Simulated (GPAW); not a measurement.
## BN (Qingsongite, F-43m): the N K absorption edge

What does one-electron theory with a core hole give for the N K edge of BN (Qingsongite, F-43m)?

Program: GPAW 26.7.0. Level of theory: X-ray absorption from dipole matrix elements to empty bands, plane-wave PAW LDA. Results are calculated unless marked as measured.

### Step 1. The starting structure

Symmetry: F-43m, No. 216, cubic system. Conventional cell: a = 3.615 Å, b = 3.615 Å, c = 3.615 Å, α = 90.00°, β = 90.00°, γ = 90.00°. N has 4 B at 1.57 Å nearest. Nearest to B lie 4 N at 1.57 Å. Farther neighbours and most contacts between anions are not listed.

Structure file:

```
N B
1.0
     0.00000    1.80750    1.80750
     1.80750    0.00000    1.80750
     1.80750    1.80750    0.00000
N B
1 1
Direct
  0.75000 0.75000 0.75000
  0.00000 0.00000 0.00000
```

### Step 2. The field without a hole

The ground state comes first: it tells whether the system has a gap, which decides how the excited electron is treated.

scf.py reads:

```python
import numpy as np
from ase import Atoms
from ase.parallel import parprint, paropen
from gpaw import GPAW, PW, FermiDirac, Mixer, MixerDif, setup_paths
from gpaw.test import gen
setup_paths.insert(0, '.')
gen('N', name='nch1s', xcname='LDA', corehole=(1, 0, 0), write_xml=True)

atoms = Atoms('NB',
    cell=[[0, 1.8075, 1.8075],
     [1.8075, 0, 1.8075],
     [1.8075, 1.8075, 0]],
    scaled_positions=[[0.75, 0.75, 0.75],
     [0, 0, 0]],
    pbc=True)
atoms.calc = calc = GPAW(legacy_gpaw=True, mode=PW(500), xc='LDA', setups={0: 'nch1s'},
    kpts={'size': (12, 12, 12), 'gamma': True}, occupations=FermiDirac(0.05),
    charge=0, mixer=Mixer(0.1, 5, 50), maxiter=150,
    convergence={'density': 0.0001}, txt='scf.txt')
energy = atoms.get_potential_energy() + calc.get_reference_energy()
ef = calc.get_fermi_level()
out = dict(energy=energy, fermi=ef, forces=atoms.get_forces().tolist())
parprint(f'all-electron energy {energy:.4f} eV, Fermi level {ef:.4f} eV')
ev = np.array([[calc.get_eigenvalues(k, s) for k in range(len(calc.get_ibz_k_points()))] for s in range(calc.get_number_of_spins())])
out['homo'], out['lumo'], out['counts'] = ev[ev < ef].max(), ev[ev > ef].min(), sorted(set((ev < ef).sum((0, 2)).tolist()))
out['filled'] = (ev[:, 0] < ef).sum(1).tolist()
import json
with paropen('out.json', 'w') as f:
    json.dump(out, f)
```

On the command line:

```sh
> OMP_NUM_THREADS=1 python scf.py
```

Numbers of over 12 decimals in the logs are rounded to 6 here.

The log of the run:

```text
Input parameters:
  convergence: {density: 0.0001}
  kpts: {gamma: True,
         size: (12, 12, 12)}
  maxiter: 150
  mixer: {backend: pulay,
          beta: 0.1,
          method: separate,
          nmaxold: 5,
          weight: 50}
  mode: {ecut: 500.0,
         name: pw}
  occupations: {fixmagmom: False,
                name: fermi-dirac,
                width: 0.05}
  setups: {0: nch1s}

Initialize ...

[... PAW data sets ...]

Reference energy: -2133.488728  # eV

Spin-paired calculation

[... convergence settings ...]
Symmetries present (total): 24
  [... symmetry matrices ...]

1728 k-points: 12 x 12 x 12 Monkhorst-Pack grid + [1/24,1/24,1/24]
72 k-points in the irreducible part of the Brillouin zone
       k-points in crystal coordinates                weights
   0:    -0.00000000   -0.00000000   -0.00000000          1/1728
   1:     0.08333333    0.08333333   -0.00000000          6/1728
   2:     0.08333333    0.08333333    0.08333333          8/1728
   3:     0.16666667    0.08333333    0.08333333         12/1728
   4:     0.16666667    0.16666667   -0.00000000          6/1728
   5:     0.16666667    0.16666667    0.08333333         24/1728
   6:     0.16666667    0.16666667    0.16666667          8/1728
   7:     0.25000000    0.16666667    0.08333333         24/1728
   8:     0.25000000    0.16666667    0.16666667         24/1728
   9:     0.25000000    0.25000000   -0.00000000          6/1728
          ...
  71:     0.50000000    0.50000000    0.50000000          4/1728

Wave functions: Plane wave expansion
  Cutoff energy: 500.000 eV
  Number of coefficients (min, max): 284, 310
  Pulay-stress correction: 0.000000 eV/Ang^3 (de/decut=0.000000)
  Using FFTW library
  Wavefunction extrapolation:
    Improved wavefunction reuse through dual PAW basis

Occupation numbers: Fermi-Dirac:
  width: 0.0500  # eV

Eigensolver
   Davidson(niter=2)

Densities:
  Coarse grid: 14*14*14 grid
  Fine grid: 28*28*28 grid
  Total Charge: 0.000000

Density mixing:
  Method: separate
  Backend: pulay
  Linear mixing parameter: 0.1
  old densities: 5
  Width of damping distribution: 1.1
  Damping of long wavelength oscillations: 50

[... Hamiltonian set-up ...]
Number of atoms: 2
Number of atomic orbitals: 8
Number of bands in calculation: 8
Number of valence electrons: 8
Bands to converge: occupied

... initialized

Initializing position-dependent things.

Density initialized from atomic densities
Creating initial wave functions:
  8 bands from LCAO basis set

               N

       B

Atomic positions and initial magnetic moments

Positions:
   0 N      2.711250    2.711250    2.711250    ( 0.0000,  0.0000,  0.0000)
   1 B      0.000000    0.000000    0.000000    ( 0.0000,  0.0000,  0.0000)

Unit cell:
           periodic     x           y           z      points  spacing
  1. axis:    yes    0.000000    1.807500    1.807500    14     0.1491
  2. axis:    yes    1.807500    0.000000    1.807500    14     0.1491
  3. axis:    yes    1.807500    1.807500    0.000000    14     0.1491

  Lengths:   2.556191   2.556191   2.556191
  Angles:   60.000000  60.000000  60.000000

Effective grid spacing dv^(1/3) = 0.1627

iter:   1   -19.677448
iter:   2   -19.379583   -1.61  -0.77
iter:   3   -18.882647   -1.23  -0.85
iter:   4   -18.836184   -2.64  -1.22
iter:   5   -18.827953   -2.49  -1.49
iter:   6   -18.824669   -3.58  -1.96
iter:   7   -18.823951   -3.84  -2.37
iter:   8   -18.823914c  -5.42  -3.08
iter:   9   -18.823916c  -6.48  -3.62
iter:  10   -18.823913c  -6.39  -3.64
iter:  11   -18.823913c  -8.71c -4.64c

Converged after 11 iterations.

Dipole moment: (1.725237, 1.725237, 1.725237) |e|*Ang

Energy contributions relative to reference atoms: (reference = -2133.488728)

Kinetic:        +13.110990
Potential:      -11.764400
External:        +0.000000
XC:             -20.105017
Entropy (-ST):   -0.000000
Local:           -0.065486
SIC:             +0.000000
--------------------------
Free energy:    -18.823913
Extrapolated:   -18.823913

Showing only first 2 kpts
 Kpt  Band  Eigenvalues  Occupancy
  0     2      9.88584    2.00000
  0     3      9.88594    2.00000
  0     4     18.54357    0.00000
  0     5     18.54357    0.00000

  1     2      9.32078    2.00000
  1     3      9.32084    2.00000
  1     4     18.20123    0.00000
  1     5     19.29295    0.00000

Fermi level: 10.96027

Gap: 4.286 eV
Transition (v -> c):
  (s=0, k=0, n=3, [-0.00, -0.00, -0.00]) -> (s=0, k=65, n=4, [0.50, 0.50, -0.00])
Direct/indirect transitions are different
Direct gap: 8.658 eV
Transition at: (s=0, k=0, n=3, [-0.00, -0.00, -0.00])

Forces in eV/Ang:
  0 N    -0.00000    0.00000    0.00000
  1 B    -0.00000   -0.00000   -0.00000
Scalar-relativistic atomic LDA calculation for N (Nitrogen, Z=7)
Core hole in 1s state (1s occupation: 2.0)
300 radial gridpoints.
|------------------------------------------------|
|------------------------------------------------|
[... the atom generator's iteration count ...]

Energy contributions:
-------------------------
Kinetic:      +53.816217
XC:            -6.142385
Potential:   -101.727472
-------------------------
Total:        -54.053639

state      eigenvalue         ekin         rmax
-----------------------------------------------
1s^2.0 :   -14.019608    21.782698        0.149
2s^2.0 :    -0.676924     2.368146        1.016
2p^3.0 :    -0.265967     1.838177        0.965
-----------------------------------------------
(units: Bohr and Hartree)

Generating PAW setup
Kinetic energy of the core from tauc = 43.592016
Cutoffs:
rc(s)=1.140
rc(p)=1.000
rc(d)=1.090
rc(vbar)=1.120
rc(comp)=1.090
rc(nct)=1.140

Kinetic energy of the core states: 43.565395
Charge: 0.0
Core electrons: 2.0
Valence electrons: 5.0
Pseudo-core charge: 0.013034
Shape function alpha=8.417
Pseudo-electron charge 5.012684
state    eigenvalue         norm
--------------------------------
2s(2) :    -0.676924     1.071713
*s    :     0.323076
2p(3) :    -0.265967     0.952074
*p    :     0.734033
*d    :     0.000000
--------------------------------

Diagonalizing with gridspacing h=0.050

state   all-electron     PAW
-------------------------------
2s:      -0.676924    -0.677975
2p:      -0.265967    -0.268121
*d:                    0.048644
*f:                    0.076426
-------------------------------
all-electron energy -2152.3126 eV, Fermi level 10.9603 eV
```

Wall time 4.3 s (1 thread of Intel Xeon 6975P-C (Granite Rapids), shared host); peak memory 0.13 GiB.

The mesh shows a gap of 4.29 eV, so the hole is first treated in a charged cell, without the excited electron.

### Step 3. Spectrum without a core hole, N atom 1

This cheap baseline ignores the attraction of the hole: it shows the absorber's empty states as they are in the ground state. The data set with a hole of occupation 0 only carries the core orbital.

The absorber has 4 B at 1.57 Å (tetrahedral, site symmetry -43m).

xas.py reads:

```python
import numpy as np
from ase import Atoms
from ase.parallel import parprint, paropen
from gpaw import GPAW, PW, FermiDirac, Mixer, MixerDif, setup_paths
from gpaw.test import gen
setup_paths.insert(0, '.')
gen('N', name='nch1s', xcname='LDA', corehole=(1, 0, 0), write_xml=True)

atoms = Atoms('NB',
    cell=[[0, 1.8075, 1.8075],
     [1.8075, 0, 1.8075],
     [1.8075, 1.8075, 0]],
    scaled_positions=[[0.75, 0.75, 0.75],
     [0, 0, 0]],
    pbc=True)
atoms.calc = calc = GPAW(legacy_gpaw=True, mode=PW(500), xc='LDA', setups={0: 'nch1s'},
    kpts={'size': (12, 12, 12), 'gamma': True}, occupations=FermiDirac(0.02),
    charge=0, mixer=Mixer(0.1, 5, 50), maxiter=150,
    convergence={'density': 0.0001}, txt='scf.txt')
energy = atoms.get_potential_energy() + calc.get_reference_energy()
ef = calc.get_fermi_level()
out = dict(energy=energy, fermi=ef, forces=atoms.get_forces().tolist())
parprint(f'all-electron energy {energy:.4f} eV, Fermi level {ef:.4f} eV')
ev = np.array([[calc.get_eigenvalues(k, s) for k in range(len(calc.get_ibz_k_points()))] for s in range(calc.get_number_of_spins())])
out['homo'], out['lumo'], out['counts'] = ev[ev < ef].max(), ev[ev > ef].min(), sorted(set((ev < ef).sum((0, 2)).tolist()))
out['filled'] = (ev[:, 0] < ef).sum(1).tolist()

from gpaw.xas import XAS
nb = int(calc.get_number_of_electrons() / 2) + 10
top = nb
nscf = calc.fixed_density(kpts={'size': (11, 11, 11), 'gamma': True},
    convergence={'eigenstates': 1.0}, txt='nscf.txt')
nscf.diagonalize_full_hamiltonian(nbands=nb)
cell = atoms.cell.array
ops = [cell.T @ U.T @ np.linalg.inv(cell.T) for U in nscf.wfs.kd.symmetry.op_scc]
filled = [4]  # bands filled in the ground state, by spin
E = np.arange(-25, 34, 0.1)
fwhm = np.interp(E, [4, 25], [0.9, 3.5])
Y, X, zero, highest = 0, 0, 1e9, 1e9
for spin in range(nscf.get_number_of_spins()):
    xas = XAS(nscf, mode='all', center=0, spin=spin)
    eps = xas.eps_kn
    d = xas.sigma_cmkn  # core-to-band dipole matrix elements, k weights included
    T = np.einsum('amkn,bmkn->abkn', d, d.conj()).real
    T = sum(np.einsum('ai,ijkn,bj->abkn', R, T, R) for R in ops) / len(ops)
    empty = np.ones_like(eps, bool) & (np.arange(nb) >= filled[spin])
    zero, highest = min(zero, eps[empty].min()), min(highest, eps[:, top - 1].min())
    lines = [(eps, T, empty)] if spin == 0 else lines + [(eps, T, empty)]
for eps, T, empty in lines:
    f = np.einsum('aakn->akn', T).reshape(3, -1)
    x = eps.ravel() - zero
    w = np.interp(x, E, fwhm) / 2.35482
    g = np.exp(-0.5 * ((E[:, None] - x) / w) ** 2) / (w * (2 * np.pi) ** 0.5)
    Y = Y + (f * empty.ravel()) @ g.T
    X = X + (f * ~empty.ravel()) @ g.T
out.update(E=E.round(2).tolist(), xas=Y.tolist(), xes=X.tolist(), zero=zero, valid=highest - zero, nk=len(eps), nb=nb)
for i in range(0, len(E), 10):
    parprint(f'{E[i]:7.2f}', *(f'{v:10.3e}' for v in Y[:, i]))
import json
with paropen('out.json', 'w') as f:
    json.dump(out, f)
```

On the command line:

```sh
> OMP_NUM_THREADS=1 python xas.py
```

The log of the run:

```text
Input parameters:
  convergence: {density: 0.0001}
  kpts: {gamma: True,
         size: (12, 12, 12)}
  maxiter: 150
  mixer: {backend: pulay,
          beta: 0.1,
          method: separate,
          nmaxold: 5,
          weight: 50}
  mode: {ecut: 500.0,
         name: pw}
  occupations: {fixmagmom: False,
                name: fermi-dirac,
                width: 0.02}
  setups: {0: nch1s}

Initialize ...

[...]
*p    :     0.734033
*d    :     0.000000
--------------------------------

Diagonalizing with gridspacing h=0.050

state   all-electron     PAW
-------------------------------
2s:      -0.676924    -0.677975
2p:      -0.265967    -0.268121
*d:                    0.048644
*f:                    0.076426
-------------------------------
all-electron energy -2152.3126 eV, Fermi level 10.9603 eV
[...]
32.00  3.648e-05  3.648e-05  3.648e-05
  33.00  4.942e-05  4.942e-05  4.942e-05
[key lines of the parts left out:]
Converged after 11 iterations.
Dipole moment: (1.725237, 1.725237, 1.725237) |e|*Ang
Free energy:    -18.823913
Fermi level: 10.96027
```

The job ended after 8.2 s (1 thread; peak memory 0.15 GiB).

The N K spectrum, N atom 1, no core hole (energy from the lowest empty level; intensity scaled to a mean of 1 over the first 20 eV):

```tsv
E (eV)	intensity
-2.00	0.00
-1.25	0.00
-0.50	0.00
0.25	0.01
1.00	0.04
1.75	0.09
2.50	0.18
3.25	0.29
4.00	0.55
4.75	0.92
5.50	0.86
6.25	0.97
7.00	1.21
7.75	1.51
8.50	1.81
9.25	2.06
10.00	2.51
10.75	2.38
11.50	1.77
12.25	1.28
13.00	1.03
13.75	1.16
14.50	1.52
15.25	1.60
16.00	1.20
16.75	0.66
17.50	0.33
18.25	0.20
19.00	0.19
19.75	0.26
20.50	0.41
21.25	0.56
```

Main maxima below 21 eV (height): 5.0 eV (0.97), 10.3 eV (2.56) and 15.0 eV (1.63). A K edge sees empty p states; a tetrahedral site has σ* states alone, so there is no π* peak.

The same matrix elements for filled bands give the N K emission of N atom 1 (ground-state approximation; energy from the lowest empty level, largest value 1):

```tsv
E (eV)	emission
-24.00	0.00
-23.25	0.00
-22.50	0.01
-21.75	0.01
-21.00	0.01
-20.25	0.01
-19.50	0.01
-18.75	0.00
-18.00	0.00
-17.25	0.00
-16.50	0.00
-15.75	0.00
-15.00	0.05
-14.25	0.15
-13.50	0.28
-12.75	0.49
-12.00	0.36
-11.25	0.39
-10.50	0.50
-9.75	0.65
-9.00	0.86
-8.25	0.94
-7.50	0.88
-6.75	0.99
-6.00	0.68
-5.25	0.43
-4.50	0.14
-3.75	0.01
-3.00	0.00
-2.25	0.00
-1.50	0.00
-0.75	0.00
0.00	0.00
0.75	0.00
1.50	0.00
2.25	0.00
3.00	0.00
```

Emission maxima: -12.8 eV (0.49), -8.2 eV (0.95) and -6.8 eV (1.00).

### Step 4. Supercell without a hole, the energy reference

The photon energy needs a difference of total energies, so the cell and mesh of the coming hole run are first run without a hole.

scf.py, as its differences from that of step 2:

```diff
@@ -8,11 +8,25 @@
 
-atoms = Atoms('NB',
-    cell=[[0, 1.8075, 1.8075],
-     [1.8075, 0, 1.8075],
-     [1.8075, 1.8075, 0]],
-    scaled_positions=[[0.75, 0.75, 0.75],
-     [0, 0, 0]],
+atoms = Atoms('N8B8',
+    cell=[[0, 3.615, 3.615],
+     [3.615, 0, 3.615],
+     [3.615, 3.615, 0]],
+    scaled_positions=[[0.375, 0.375, 0.375],
+     [0.375, 0.375, 0.875],
+     [0.375, 0.875, 0.375],
+     [0.875, 0.375, 0.375],
+     [0.375, 0.875, 0.875],
+     [0.875, 0.375, 0.875],
+     [0.875, 0.875, 0.375],
+     [0.875, 0.875, 0.875],
+     [0, 0, 0],
+     [0, 0, 0.5],
+     [0, 0.5, 0],
+     [0.5, 0, 0],
+     [0, 0.5, 0.5],
+     [0.5, 0, 0.5],
+     [0.5, 0.5, 0],
+     [0.5, 0.5, 0.5]],
     pbc=True)
 atoms.calc = calc = GPAW(legacy_gpaw=True, mode=PW(500), xc='LDA', setups={0: 'nch1s'},
-    kpts={'size': (12, 12, 12), 'gamma': True}, occupations=FermiDirac(0.05),
+    kpts={'size': (4, 4, 4), 'gamma': True}, occupations=FermiDirac(0.02),
     charge=0, mixer=Mixer(0.1, 5, 50), maxiter=150,
```

On the command line:

```sh
> OMP_NUM_THREADS=1 python scf.py
```

The log of the run:

```text
Input parameters:
  convergence: {density: 0.0001}
  kpts: {gamma: True,
         size: (4, 4, 4)}
  maxiter: 150
  mixer: {backend: pulay,
          beta: 0.1,
          method: separate,
          nmaxold: 5,
          weight: 50}
  mode: {ecut: 500.0,
         name: pw}
  occupations: {fixmagmom: False,
                name: fermi-dirac,
                width: 0.02}
  setups: {0: nch1s}

Initialize ...

[...]
2s(2) :    -0.676924     1.071713
*s    :     0.323076
2p(3) :    -0.265967     0.952074
*p    :     0.734033
*d    :     0.000000
--------------------------------

Diagonalizing with gridspacing h=0.050

state   all-electron     PAW
-------------------------------
2s:      -0.676924    -0.677975
2p:      -0.265967    -0.268121
*d:                    0.048644
*f:                    0.076426
-------------------------------
all-electron energy -17218.5593 eV, Fermi level 10.9601 eV
[key lines of the parts left out:]
Converged after 15 iterations.
Dipole moment: (13.801009, 13.801009, 13.801009) |e|*Ang
Free energy:   -150.649507
Fermi level: 10.96009
```

The job ended after 34 s (1 thread; peak memory 0.26 GiB).

Reference energy: -17218.559 eV with the cores included.

(Part 1 of 2 ends here.)

[Banner, clock and machine lines of the logs are left out without a mark of their own.]

[Logs are printed without paths, hosts, clocks, repeated set-up lines and the standing remarks that a program may print on its own settings, such as how far it seeks lower states.]

[Hosts, paths, dates, database ids (printed as entryN), source tags and the programs' standing remarks are cut or masked in the printed files.]

[Lists of maxima count a maximum above −3 eV only where it reaches 4 % of the highest in the window and stands out from its surroundings by 2 % of it (1.5 % where it reaches 55 %); shoulders and weaker maxima are passed over, and of the rest the first, up to two pre-edge ones and the few strongest are named.]
